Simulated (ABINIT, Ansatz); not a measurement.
# KNa3H4 (Pm-3m): G0W0 with ABINIT, start to end, part 3 of 3

Aim: the G0W0 gap of KNa3H4 (Pm-3m) on LDA, step by step.

ABINIT 10.8.3; LDA and many-body steps on it, plane waves. Known limits of the many-body steps: not at the basis limit; coarse k mesh.

So far. Step 4 (Empty states on the mesh, 2×2×2 mesh, 93 bands): On this mesh the gap is 2.594 eV. Step 5 (Screening, 2×2×2 mesh, 85 bands, screening to 98 eV): Local fields lower ε∞ by 11 %. On a Γ-centred mesh this coarse the value itself is usually too large, while a short band sum pulls it down.

**6. Self-energy, 2×2×2 mesh, 85 bands, screening to 98 eV**

The self-energy is evaluated for the states that the input lists, and the levels follow from it, in one-shot runs by the linearised quasiparticle equation.

This step: G0W0 on LDA, plane waves, norm-conserving pseudopotentials.

run.abi reads:

```
acell 3*1.0 Angstrom
rprim 
  5.118641000000 0.000000000000 0.000000000000
  0.000000000000 5.118641000000 0.000000000000
  0.000000000000 0.000000000000 5.118641000000
ntypat 3
znucl 19 11 1
natom 8
typat 1 2 2 2 3 3 3 3
xred 
  0.500000000000 0.500000000000 0.500000000000
  -0.000000000000 -0.000000000000 0.500000000000
  -0.000000000000 0.500000000000 -0.000000000000
  0.500000000000 -0.000000000000 -0.000000000000
  -0.000000000000 -0.000000000000 -0.000000000000
  0.500000000000 0.500000000000 -0.000000000000
  0.500000000000 -0.000000000000 0.500000000000
  -0.000000000000 0.500000000000 0.500000000000
pp_dirpath "pseudos"
pseudos "K.upf, Na.upf, H.upf"
ecut 38
ngkpt 2 2 2
nshiftk 1
shiftk 0 0 0
kptopt 1
chksymbreak 0
istwfk *1
occopt 1
irdwfk 1
optdriver 4
nband 85
gwcalctyp 0
ecutsigx 38
symsigma 1
nkptgw 3
kptgw 
  0.5000000000 0.0000000000 0.0000000000
  0.5000000000 0.5000000000 0.5000000000
  0.0000000000 0.0000000000 0.0000000000
bdgw 
  19 22
  18 23
  18 23
ecuteps 3.6
irdscr 1
ppmodel 1
indata_prefix "in"
outdata_prefix "out"
tmpdata_prefix "tmp"
```

On the command line:

```console
OMP_NUM_THREADS=1 mpirun -n 4 abinit run.abi > log
```

Numbers of over 12 decimals in the logs are rounded to 6 here.

The program printed:

```text
.Version 10.8.3 of ABINIT. v10.8.2 released Aug 2026.

 Symmetries : space group Pm -3 m (#221); Bravais cP (primitive cubic)
[... echo of the input left out ...]
== DATASET  1 ==================================================================
-   mpi_nproc: 4, omp_nthreads: 1 (-1 if OMP is not activated)

--- !DatasetInfo
iteration_state: {dtset: 1, }
dimensions: {natom: 8, nkpt: 4, mband: 85, nsppol: 1, nspinor: 1, nspden: 1, mpw: 10131, }
cutoff_energies: {ecut:  38.0, pawecutdg:  -1.0, }
electrons: {nelect:   4.00000000E+01, charge:   0.00000000E+00, occopt:   1.00000000E+00, tsmear:   1.00000000E-02, }

 SIGMA: Calculation of the GW corrections

 Based on a program developped by R.W. Godby, V. Olevano, G. Onida, and L. Reining.
 Incorporated in ABINIT by V. Olevano, G.-M. Rignanese, and M. Torrent.
.Using double precision arithmetic ; gwpc =  8

[... cell and pseudopotentials left out ...]
--------------------------------------------------------------------------------

 ==== K-mesh for the wavefunctions ====
 Number of points in the irreducible wedge :     4
[... list of points left out ...]
 Together with 48 symmetry operations and time-reversal symmetry
 yields     8 points in the full Brillouin Zone.

 ==== Q-mesh for screening function ====
 Number of points in the irreducible wedge :     4
[... list of points left out ...]
 Together with 48 symmetry operations and time-reversal symmetry
 yields     8 points in the full Brillouin Zone.

 vcoul_init : cutoff-mode = AUXILIARY_FUNCTION
 q-points for optical limit:   1
     1)      0.000010    0.000020    0.000030
 setmesh: FFT mesh size selected  =    54x   54x   54
          total number of points  =       157464

 Number of electrons calculated from density =   40.0000; Expected =   40.0000
 average of density, n =  0.044198
 r_s =    1.7546
 omega_plasma =   20.2794 [eV]

 === KS Band Gaps ===
  >>>> For spin  1
   Minimum direct gap =   3.1596 [eV], located at k-point      :   0.5000  0.5000  0.5000
   Fundamental gap    =   2.5938 [eV], Top of valence bands at :   0.5000  0.0000  0.0000
                                       Bottom of conduction at :   0.5000  0.5000  0.5000
 SIGMA fundamental parameters:
 PLASMON POLE MODEL  1
 number of plane-waves for SigmaX                10131
 number of plane-waves for SigmaC and W            305
 number of plane-waves for wavefunctions         10131
 number of bands                                    85
 number of independent spin polarizations            1
 number of spinorial components                      1
 number of k-points in IBZ                           4
 number of q-points in IBZ                           4
 number of symmetry operations                      48
 number of k-points in BZ                            8
 number of q-points in BZ                            8
 number of frequencies for dSigma/dE                 9
 frequency step for dSigma/dE [eV]                0.25
 number of omega for Sigma on real axis              0
 max omega for Sigma on real axis  [eV]           0.00
 zcut for avoiding poles [eV]                     0.10

 EPSILON^-1 parameters (SCR file):
 dimension of the eps^-1 matrix on file            305
 dimension of the eps^-1 matrix used               305
 number of plane-waves for wavefunctions         10131
 number of bands                                    85
 number of q-points in IBZ                           4
 number of frequencies                               2
 number of real frequencies                          1
 number of imag frequencies                          1

 matrix elements of self-energy operator (all in [eV])

 Perturbative Calculation

--- !SelfEnergy_ee
iteration_state: {dtset: 1, }
kpoint     : [   0.500,    0.000,    0.000, ]
spin       : 1
KS_gap     :    4.568
QP_gap     :    6.791
Delta_QP_KS:    2.223
data: !SigmaeeData |
     Band     E0 <VxcDFT>   SigX SigC(E0)      Z dSigC/dE  Sig(E)    E-E0       E
       19  -0.709 -10.108 -13.385   2.073   0.750  -0.334 -11.011  -0.903  -1.612
       20  -0.233 -10.290 -13.490   1.980   0.756  -0.322 -11.212  -0.922  -1.156
       21   4.334  -7.735  -3.146  -2.997   0.817  -0.224  -6.435   1.301   5.635
       22   4.334  -7.735  -3.146  -2.997   0.817  -0.224  -6.435   1.301   5.635

--- !SelfEnergy_ee
iteration_state: {dtset: 1, }
kpoint     : [   0.500,    0.500,    0.500, ]
spin       : 1
KS_gap     :    3.160
QP_gap     :    5.358
Delta_QP_KS:    2.198
data: !SigmaeeData |
     Band     E0 <VxcDFT>   SigX SigC(E0)      Z dSigC/dE  Sig(E)    E-E0       E
       18  -0.799 -10.257 -13.686   2.101   0.752  -0.329 -11.256  -0.999  -1.798
       19  -0.799 -10.257 -13.686   2.101   0.752  -0.329 -11.256  -0.999  -1.798
       20  -0.799 -10.257 -13.686   2.101   0.752  -0.329 -11.256  -0.999  -1.798
       21   2.361  -7.478  -3.313  -2.706   0.822  -0.217  -6.279   1.199   3.560
       22   2.361  -7.478  -3.313  -2.706   0.822  -0.217  -6.279   1.199   3.560
       23   2.361  -7.478  -3.313  -2.706   0.822  -0.217  -6.279   1.199   3.560

--- !SelfEnergy_ee
iteration_state: {dtset: 1, }
kpoint     : [   0.000,    0.000,    0.000, ]
spin       : 1
KS_gap     :    4.495
QP_gap     :    6.530
Delta_QP_KS:    2.035
data: !SigmaeeData |
     Band     E0 <VxcDFT>   SigX SigC(E0)      Z dSigC/dE  Sig(E)    E-E0       E
       18  -0.859  -9.924 -13.214   2.083   0.748  -0.336 -10.827  -0.904  -1.763
       19  -0.859  -9.924 -13.214   2.083   0.748  -0.336 -10.827  -0.904  -1.763
       20  -0.476  -9.971 -13.161   2.003   0.753  -0.328 -10.865  -0.894  -1.370
       21   4.019  -7.703  -3.435  -2.877   0.821  -0.218  -6.562   1.141   5.160
       22   4.019  -7.703  -3.435  -2.877   0.821  -0.218  -6.562   1.141   5.160
       23   4.019  -7.703  -3.435  -2.877   0.821  -0.218  -6.562   1.141   5.160

== END DATASET(S) ==============================================================
================================================================================

 -outvars: echo values of variables after computation  --------
           etotal      0.0000000000E+00
            nband          85
             nkpt           4
          spgroup         221
 [... the other variables as echoed above ...]

 Calculation completed.
```

Wall time 12 s (4 MPI ranks of Arm Neoverse V1, shared host); peak memory 1.1 GiB; 47 s of CPU time.

Numbers from this step:

```
G0W0 gap on the points computed              : 4.716 eV
starting gap on the mesh                     : 2.594 eV
k of the valence top                         : 0.5, 0, 0
k of the conduction bottom                   : 0.5, 0.5, 0.5
Z at the valence top                         : 0.756
Z at the conduction bottom                   : 0.822
least direct G0W0 gap on the computed points : 5.358 eV
```

The gap on the mesh goes from 2.59 eV to 4.72 eV, a correction of +2.12 eV.

Limits: finite bands, cutoff and mesh; coarse k mesh. v1 is the top filled band, c1 the lowest empty one. The levels before and after the correction (eV, zero at the valence-band top of each column):

```csv
,conduction bottom,valence top
Kohn-Sham,2.59,0.00
G0W0,4.72,0.00
```

```csv
,level,energy (eV)
Kohn-Sham,(0.5 0 0) v2,-0.476
Kohn-Sham,(0.5 0 0) v1,0.000
Kohn-Sham,(0.5 0 0) c1-c2,4.567
Kohn-Sham,(0.5 0.5 0.5) v3-v1,-0.566
Kohn-Sham,(0.5 0.5 0.5) c1-c3,2.594
G0W0,(0.5 0 0) v2,-0.456
G0W0,(0.5 0 0) v1,0.000
G0W0,(0.5 0 0) c1-c2,6.791
G0W0,(0.5 0.5 0.5) v3-v1,-0.642
G0W0,(0.5 0.5 0.5) c1-c3,4.716
```

**7. Where the time went**

Times are wall times on 4 MPI ranks of Arm Neoverse V1, shared host, good to a factor of about two.

```csv
step,time,share,memory (GiB)
ground state,34 s,28 %,0.4
bands along the symmetry lines,35 s,28 %,0.41
empty states on the mesh,26 s,21 %,0.39
screening,15 s,13 %,1.2
self-energy,12 s,10 %,1.1
```

**8. Summary of results**

```json
{
  "LDA gap": "2.59 eV, indirect",
  "G0W0 gap on the mesh": "4.72 eV",
  "GW settings": "2×2×2 mesh, 85 bands, screening to 98 eV, Godby-Needs plasmon pole",
  "known limits": "not at the basis limit; coarse k mesh"
}
```

**Reading.** G0W0 moves the gap on the mesh from 2.59 eV to 4.72 eV (+2.12 eV), with Z of 0.76 and 0.82 at the edges. Local fields lower the RPA ε∞ on this mesh from 3.68 to 3.27; a Γ-centred mesh this coarse tends to raise both, most where the direct gap is narrow, while a short band sum lowers them. Only 3 of the mesh's irreducible points were corrected, so a valley elsewhere could overtake. Bands and cutoff are finite, so the gap is not at the basis limit. The miss can reach some tenths of an eV and take either sign; the mesh is an error of its own. In the G0W0 run levels were corrected at 3 k points alone, so a gap called «on the mesh» is the least over those, and an edge elsewhere would be missed. The 2×2×2 mesh is coarse for this cell, which bears on the long-range parts of exchange and screening.

[Paths, hosts, dates, memory and timing lines, banners, echoed tables and standing remarks are left out of the program output.]

[Logs are printed without paths, hosts, clocks, repeated set-up lines and the standing remarks that a program may print on its own settings, such as how far it seeks lower states.]

[Runs of the session that timed out or met a known fault of the program may be left out.]

[Hosts, paths, dates, database ids (printed as entryN), source tags and the programs' standing remarks are cut or masked in the printed files.]

[G0W0 gaps are taken among the corrected bands and points alone; a level outside them can change the order at an edge.]

[Where Ansatz stands beside ABINIT at settings called matched, ABINIT's density can come from a denser mesh and the files from another edition; pairs whose starting gaps differed by over 0.03 eV were left out, so agreement reads better than it is.]
